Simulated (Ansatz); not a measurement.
# GaP (F-43m): lattice thermal conductivity, part 3 of 3

Wanted: κ(T), lifetimes and mean free paths for GaP.

Experimental results on record:
- thermal conductivity 100 W/m/K near room temperature (given in “Combining the AFLOW GIBBS and Elastic Libraries to efficiently and robustly screen thermo-mechanical properties of solids”, 2017, arXiv:1611.05714)

Ansatz 0.2.0; DFT r2SCAN, scalar-relativistic, plane waves, PAW; PAW set soft_1.

So far, gap on the k-mesh (eV): step 2 (probe on a coarse mesh) 1.91; step 3 (relaxing cell and atoms, k-mesh 8×8×8, smearing width 0.02 eV) 1.90; step 4 (relaxing cell and atoms, k-mesh 9×9×9, occupations fixed) 1.85. The relaxed cell has a = 5.452 Å (conventional setting).

## Step 5: Anharmonic force constants and conductivity (continued)

300 K; a sample spread over frequency. Mode lifetimes, by row, the first 40 of 90 rows:

| q1 | q2 | q3 | branch | frequency (THz) | rms speed (km/s) | three-phonon rate (1/ps) | isotope rate (1/ps) | lifetime (ps) | mean free path (nm) |
| --- | --- | --- | --- | --- | --- | --- | --- | --- | --- |
| 0 | 0 | 0.0526 | 1 | 0.559 | 3.56 | 8.60e-4 | 4.23e-7 | 1160 | 4140 |
| 0 | 0.1053 | 0.1053 | 1 | 1.49 | 3.5 | 0.00441 | 4.76e-5 | 224 | 784 |
| 0 | 0 | 0.2105 | 2 | 1.91 | 1.97 | 0.00164 | 1.64e-4 | 554 | 1090 |
| 0 | 0 | 0.2632 | 1 | 2.165 | 1.26 | 0.00319 | 3.53e-4 | 283 | 357 |
| 0.0526 | 0.1579 | -0.1579 | 1 | 2.332 | 2.36 | 0.00422 | 6.18e-4 | 207 | 487 |
| 0 | 0 | 0.4211 | 1 | 2.49 | 0.32 | 0.00569 | 0.00115 | 146 | 47.2 |
| 0.0526 | 0.1579 | -0.2105 | 1 | 2.558 | 1.92 | 0.006 | 0.00168 | 130 | 250 |
| 0 | 0.0526 | -0.3684 | 2 | 2.626 | 2.16 | 0.00646 | 0.00191 | 119 | 258 |
| 0.0526 | 0.1579 | -0.2632 | 1 | 2.706 | 1.64 | 0.00802 | 0.00215 | 98.4 | 162 |
| 0.0526 | 0.1579 | -0.3158 | 1 | 2.796 | 1.53 | 0.00885 | 0.00252 | 87.9 | 134 |
| 0.0526 | 0.1579 | 0.3158 | 2 | 2.879 | 2.6 | 0.00999 | 0.0029 | 77.6 | 202 |
| 0.1053 | 0.2632 | 0.3684 | 1 | 2.965 | 1.73 | 0.016 | 0.00345 | 51.5 | 89.3 |
| 0.0526 | 0.2105 | -0.3158 | 1 | 3.005 | 1.46 | 0.0116 | 0.00369 | 65.5 | 95.4 |
| 0 | 0.2105 | -0.4737 | 1 | 3.064 | 0.92 | 0.0119 | 0.00426 | 61.8 | 56.6 |
| 0 | 0.1053 | -0.4211 | 2 | 3.128 | 3.16 | 0.0116 | 0.00483 | 60.8 | 192 |
| 0.0526 | 0.3158 | 0.4211 | 1 | 3.189 | 1.18 | 0.0232 | 0.00617 | 34.1 | 40.3 |
| 0.0526 | 0.3684 | 0.4211 | 1 | 3.232 | 0.74 | 0.0261 | 0.00742 | 29.9 | 22.2 |
| 0 | 0.4211 | -0.4737 | 1 | 3.252 | 0.05 | 0.0234 | 0.00955 | 30.3 | 1.44 |
| 0.0526 | 0.3684 | 0.4737 | 1 | 3.285 | 1.08 | 0.0263 | 0.00911 | 28.2 | 30.5 |
| 0.0526 | 0.4211 | -0.4737 | 1 | 3.328 | 1.11 | 0.0295 | 0.00725 | 27.2 | 30.1 |
| 0.0526 | 0.1053 | 0.2105 | 3 | 3.399 | 5.14 | 0.0129 | 0.00561 | 54 | 278 |
| 0.1053 | 0.3684 | -0.4737 | 1 | 3.453 | 1.31 | 0.0403 | 0.0061 | 21.5 | 28.1 |
| 0.0526 | 0.2105 | 0.4211 | 2 | 3.523 | 1.98 | 0.0352 | 0.0057 | 24.4 | 48.4 |
| 0 | 0.0526 | -0.1579 | 3 | 3.597 | 5.51 | 0.0261 | 0.00488 | 32.3 | 178 |
| 0 | 0.2105 | 0.4211 | 2 | 3.679 | 1.71 | 0.0516 | 0.0052 | 17.6 | 30 |
| 0.1053 | 0.2105 | -0.4211 | 2 | 3.776 | 2.49 | 0.0567 | 0.00454 | 16.3 | 40.7 |
| 0.0526 | 0.2105 | -0.3684 | 2 | 3.878 | 2.61 | 0.0827 | 0.00413 | 11.5 | 30.1 |
| 0 | 0.2105 | -0.4737 | 2 | 3.987 | 2.02 | 0.111 | 0.00467 | 8.67 | 17.5 |
| 0 | 0.2632 | -0.2632 | 2 | 4.132 | 1.6 | 0.216 | 0.00551 | 4.51 | 7.23 |
| 0.0526 | 0.1053 | 0.2632 | 3 | 4.219 | 4.84 | 0.0855 | 0.00556 | 11 | 53.1 |
| 0.1053 | 0.3158 | -0.3158 | 2 | 4.328 | 1.11 | 0.323 | 0.00714 | 3.03 | 3.35 |
| 0 | 0.3158 | -0.3158 | 2 | 4.424 | 0.44 | 0.237 | 0.00871 | 4.07 | 1.8 |
| 0.0526 | 0.1579 | 0.3158 | 3 | 4.802 | 3.96 | 0.0521 | 9.05e-4 | 18.9 | 74.7 |
| 0 | 0.0526 | -0.2632 | 3 | 5.284 | 4.49 | 0.129 | 0.0018 | 7.62 | 34.2 |
| 0 | 0.2105 | 0.3684 | 3 | 5.667 | 3.08 | 0.058 | 0.00329 | 16.3 | 50.2 |
| 0.1053 | 0.2632 | 0.4737 | 3 | 5.953 | 2.08 | 0.105 | 0.00604 | 9.01 | 18.7 |
| 0.0526 | 0.3158 | -0.2632 | 3 | 6.146 | 1.55 | 0.117 | 0.0102 | 7.89 | 12.3 |
| 0.1053 | 0.2632 | -0.3158 | 3 | 6.278 | 1.03 | 0.479 | 0.0165 | 2.02 | 2.08 |
| 0.0526 | 0.2632 | -0.4737 | 3 | 6.357 | 1.18 | 0.519 | 0.0242 | 1.84 | 2.18 |
| 0.1579 | 0.3684 | -0.3158 | 3 | 6.417 | 0.56 | 0.65 | 0.0361 | 1.46 | 0.813 |

Without the LO-TO term. Gamma linewidths, by row:

| branch | frequency (cm⁻¹) | three-phonon rate (1/ps) | isotope rate (1/ps) | FWHM (cm⁻¹) |
| --- | --- | --- | --- | --- |
| 4 | 359.7 | 1.14 | 0.00564 | 6.08 |
| 5 | 359.7 | 1.14 | 0.00564 | 6.08 |
| 6 | 359.7 | 1.14 | 0.00564 | 6.08 |

W/m/K, third of the trace; RTA populations with a boundary rate v/L added to each mode (Matthiessen's rule). Kappa by grain size, by row:

```csv
T (K),bulk,10 nm,30 nm,100 nm,300 nm,1000 nm,10000 nm,100000 nm
100,496,4.369,11.57,30.2,63,120.4,293.8,443.3
300,126.9,4.953,11.3,24.35,42.93,69.08,111.5,124.8
600,64.11,4.354,9.215,18.22,29.72,43.46,59.98,63.63
```

W/m/K, third of the trace; RTA populations with the isotope rates scaled. Kappa by mass disorder, by row:

```
T (K)  no isotopes  as typed  variance x 3  variance x 10  variance x 30
  100        739.1       496         345.8          199.2          108.4
  300        146.6     126.9         104.7          72.84          46.24
  600        69.27     64.11         56.84          43.46          29.59
```

At 300 K the relaxation-time value is 127 W/(m K).

## Step 6: Outcome

```
highest frequency                          : 396.7 cm⁻¹
Debye temperature from the second moment   : 516 K
κ at 300 K (relaxation time)               : 127 W/m/K
κ at 300 K (full solution)                 : 130.2 W/m/K
mean free path at half of κ                : 987 nm
share of κ above the three lowest branches : 0.006
```

In words: The lattice of GaP conducts 130 W/(m K) at 300 K by r2SCAN (mean over directions, full solution). The full solution lies +3 % from the relaxation-time value at 300 K, so the relaxation-time approximation serves here. Above 300 K the relaxation-time κ falls as T^-0.98, near the 1/T law of three-phonon scattering. Grains of 100 nm would keep 19 % of the bulk value at 300 K, and grains of 1 µm 54 %. Removing the natural isotope disorder raises κ at 300 K by 16 %. A measured thermal conductivity near room temperature is 100 W/m/K (arXiv:1611.05714); the calculated 130 W/m/K differs by +30 %. Four-phonon, defect and boundary scattering, which are left out, would lower the calculated value; thermal expansion is left out too. The sum rules changed one orbit of cubic constants by up to 42 %; by the manual a large change points to a short cutoff or, on a small and distant orbit, to noisy forces. The conductivities include the coherence part between close branches; the shares for grains, isotopes, branches and paths are of the relaxation-time populations alone. Cubic couplings among atoms farther apart than the pair cutoff are dropped, and neither the cutoff nor the q-mesh was shown to be converged here. The interpolation has no quadrupole term, so branches near the zone centre are less sure, since this crystal has sites that are not centres of inversion. The PAW files were made for PBE and are used here under another functional, for which the program regenerates the frozen cores.

[Logs are printed without paths, hosts, clocks, repeated set-up lines and the standing remarks that a program may print on its own settings, such as how far it seeks lower states.]

[Hosts, paths, dates, database ids (printed as entryN), source tags and the programs' standing remarks are cut or masked in the printed files.]

[A step with changed settings may run another functional than the one named; its input shows which.]
